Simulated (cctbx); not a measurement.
**Sc3Al3PdPt2: as given, inverted or twinned?**

Space group P-62m (no. 189), a = 6.8880 Å, b = 6.8880 Å, c = 3.5930 Å, α = 90.00°, β = 90.00°, γ = 120.00°.

```
atom  mult.    x       y    z  Ueq (Å²)
 Pt1      2  1/3     2/3    0    0.0028
 Pd1      1    0       0  1/2    0.0037
 Sc1      3    0  0.6041  1/2    0.0056
 Al1      3    0  0.2695    0    0.0039
```

The model was made for the exercise: a known structure type with other elements put in, its volume estimated, not relaxed; displacement parameters are assumed.

Data sets are simulated with cctbx and refined with Bijvoet mates kept apart; Flack x is then fitted as the share of an inverted twin with the atoms fixed, Hooft y from the Bijvoet differences. The group is acentric but holds improper operations, so there is an absolute structure (orientation) and no hand.

Untwinned crystal. What Flack and Hooft values should come out?

```csv
λ (Å),extinction (unmodelled),d min (Å),top counts,error (%),model,R1,Flack x,s.u.,Hooft y,s.u.,pairs
0.71073,0,0.77,70000,4,as given,0.0075,0.003,0.004,-0.005,0.006,58
0.71073,0,0.77,70000,4,inverted,0.0608,1.02,0.03,1.106,0.008,58
1.54184,0.3,0.83,70000,1.5,as given,0.0090,-0.02,0.03,-0.005,0.013,46
```

With Mo Kα, x is within 3 s.u. of 0, so the absolute structure is right. With Cu Kα, x is within 3 s.u. of 0, so the absolute structure is right. Inverting the model turns x into about 1 − x.

A further crystal gives:

| λ (Å) | extinction (unmodelled) | d min (Å) | top counts | error (%) | model | R1 | Flack x | s.u. | Hooft y | s.u. | pairs |
| --- | --- | --- | --- | --- | --- | --- | --- | --- | --- | --- | --- |
| 1.54184 | 0 | 0.83 | 20000 | 3 | as given | 0.0090 | 0.30 | 0.04 | 0.328 | 0.028 | 46 |

**Question.** What is it?

It was simulated as an inversion twin with a fraction 0.3 of the inverted domain. Flack x is over 3 s.u. from both 0 and 1 and reads that fraction.

[Logs are printed without paths, hosts, clocks, repeated set-up lines and the standing remarks that a program may print on its own settings, such as how far it seeks lower states.]
